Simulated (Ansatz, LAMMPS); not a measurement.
# Squeezing and shearing glassy CaAl2Si2O8 (117 atoms): runs compared

Aim: relax glassy CaAl2Si2O8 (117 atoms), then change its volume and shape to read moduli from the stress.

Computed with Ansatz 0.2.0: Kohn-Sham DFT, PBE, PAW (set soft_2), plane waves.

### 1. The cell as built

The cell holds 117 atoms: 18 Al, 9 Ca, 72 O and 18 Si. Cell: a = 11.536 Å, b = 11.536 Å, c = 11.536 Å, α = 90.0°, β = 90.0°, γ = 90.0°. 117 atoms (18 Al, 9 Ca, 72 O, 18 Si) placed at random at 2.71 g/cm³, melted at 4500 K for 20 ps at fixed volume with the Morse and Coulomb pair potential with partial charges (Pedone, Malavasi, Menziani, Cormack and Segre, J. Phys. Chem. B 110, 11780 (2006)). Quenched from 4500 K to 300 K at 20 K/ps and fixed volume, held 5 ps. The starting density is a measured one.

What the set-up can't give: The quench rate of 20 K/ps is orders of magnitude faster than experiment, which tends to freeze in extra defects. The starting topology of bonds comes from the classical model, and needn't be the one that DFT or experiment would give. Only the Γ point is sampled.

### 2. The reference run

The reference is a single point at the end of the relaxation.

Every strained cell starts from the geometry of this run, and its atoms are relaxed with the cell held.

Its input, with most atom lines left out:

```yaml
crystal:
  lattice:
    - [11.67539, -0.20959, 0.29714]
    - [-0.20959, 11.62315, 0.29121]
    - [0.29714, 0.29121, 11.68075]
  atoms:
    - { symbol: Al, position: [0.34322, 0.99095, 0.94377] }
    - { symbol: Al, position: [0.84411, 0.96696, 0.07184] }
    - { symbol: Al, position: [0.6187, 0.85245, 0.41417] }
    - { symbol: Al, position: [0.30918, 0.23544, 0.30138] }
    - { symbol: Al, position: [0.96053, 0.51104, 0.29989] }
    - { symbol: Al, position: [0.82083, 0.98511, 0.49786] }
    - { symbol: Al, position: [0.88896, 0.67407, 0.90065] }
    [... atom lines 8 to 117 left out ...]
kpoints:
  mp_grid: { grid: [1, 1, 1] }
hamiltonian:
  xc: pbe
scf:
  occupations: { method: gaussian, width: 0.05 }
output:
  forces: true
  stress: true
  populations: true
  dos:
    method: { smearing: { sigma: 0.1 } }
    de: 0.1
    projected: { site_lists: { Al: [Al], Ca: [Ca], O: [O], Si: [Si] } }
  eigenvalues: true
  write_density: true
  write_potential: true
  volumetric_format: npy
  elf: true
```

* free energy per atom: -670.7884 eV/atom
* r.m.s. force component: 0.00483 eV/Å
* pressure: 0.003669 GPa

Filled and empty levels are parted by 3.91 eV (at Γ alone); a semilocal functional tends to put such gaps too low. In a disordered cell it changes from sample to sample, and tail or defect levels can set it.

### 3. The runs

Each row is one run, on 4 threads of Intel Xeon Platinum 8259CL at 2.50GHz (Skylake/Cascade Lake), shared host. The free energy is the program's total, comparable only between runs with the same functional, potentials and atoms.

```
                                 run  atoms    outcome  ionic steps, all passes  free energy (eV)     time  host memory (GiB)
           Single point at the start    117  converged                        -        -78472.457     18 s                2.2
              Cell and atoms relaxed    117  converged                       40        -78482.239   12 min                2.3
Single point at the relaxed geometry    117  converged                        -        -78482.239     27 s                2.3
                         Volume -3 %    117  converged                        8        -78481.968  2.7 min                2.3
                         Volume +3 %    117  converged                        7        -78481.978  2.6 min                2.3
                         Volume -6 %    117  converged                       13        -78481.414  3.7 min                2.2
                         Volume +6 %    117  converged                        8        -78481.196  2.5 min                2.4
                        Volume -10 %    117  converged                       15        -78479.464  3.9 min                2.2
            Stretched by 1 % along x    117  converged                        5        -78482.185  1.8 min                2.3
           Compressed by 1 % along x    117  converged                        9        -78482.184  3.7 min                2.2
                Sheared by 2 % in xy    117  converged                        5        -78482.168     80 s                2.3
```

In some runs the program notes that the exchange-correlation potential is rough where the density is thin and the SCF threshold is loose for the stress.

### 4. Pressure against volume

Atoms are relaxed at each volume, in the scaled cell.

```csv
volume change (%),volume (Å³/atom),energy change (meV/atom),pressure (GPa),largest move on relaxing (Å),bonds,gap (eV)
-10,12.174,23.72,5.82,0.78,212,4.05
-6,12.715,7.05,3.55,1.18,207,4.13
-3,13.120,2.32,1.83,0.20,204,4.04
+0,13.526,0.00,0.00,-,200,3.91
+3,13.932,2.23,-1.79,0.12,199,3.77
+6,14.338,8.91,-3.43,0.23,197,3.64
```

### 5. Uniaxial strain and shear

Stress (GPa, compression positive) less that of the relaxed cell, atoms relaxed:

| strain | xx | yy | zz | xy | energy change (meV/atom) |
| --- | --- | --- | --- | --- | --- |
| stretched by 1 % along x | -1.187 | -0.455 | -0.423 | -0.052 | 0.47 |
| compressed by 1 % along x | 1.124 | 0.415 | 0.347 | 0.028 | 0.47 |
| sheared by 2 % in xy | -0.083 | -0.095 | 0.037 | -0.804 | 0.61 |

### 6. Outcome

The bulk modulus, from the slope of pressure against ln V over the three points nearest the relaxed volume, is 60.3 GPa; between neighbouring points the slope runs 52, 55, 60, 61 and 57 GPa from the smallest volume up, without a steady fall, so no pressure derivative is given. The count of bonds runs from 197 to 212 over the series, so at some points contacts cross the cutoffs. At -10 % and -6 % some atom moved by over 0.5 Å on relaxing, so those points may sit in another local minimum. The gap goes from 4.05 eV at the smallest volume to 3.64 eV at the largest, -2.8 eV per unit of ln V by a straight line, not monotonically (lowest 3.64, highest 4.13 eV), on the run's k-points. In the Cartesian axes of the cell, finite differences give C11 = 116, C12 = 43.5, C13 = 38.5 and C66 = 40.2 GPa (the shear of 2 % is the engineering strain, εxy = 0.01). The mean of C11, C12 and C13, which equals the bulk modulus in a cubic or isotropic solid, is 65.8 GPa: it agrees with the bulk modulus within 10 %. For an isotropic solid C66 would equal (C11 − C12)/2 = 36.0 GPa; so small a sample needn't be isotropic, and C66 rests on one shear. With the bulk modulus and C66 as K and G, Young's modulus would be about 99 GPa and Poisson's ratio 0.23.

**Limits.** Strains are finite and relaxations stop at the force tolerance of the input, which can leave moduli too stiff; they are those of a static cell at zero temperature. Volumes are changed with the cell's shape held, so in an anisotropic solid the modulus lies over the one under free hydrostatic load. The program notes that the SCF threshold of the relaxations is loose for the stress.

The DFT runs together took 35 min of wall time.

[Logs are printed without paths, hosts, clocks, repeated set-up lines and the standing remarks that a program may print on its own settings, such as how far it seeks lower states.]

[Hosts, paths, dates, database ids (printed as entryN), source tags and the programs' standing remarks are cut or masked in the printed files.]
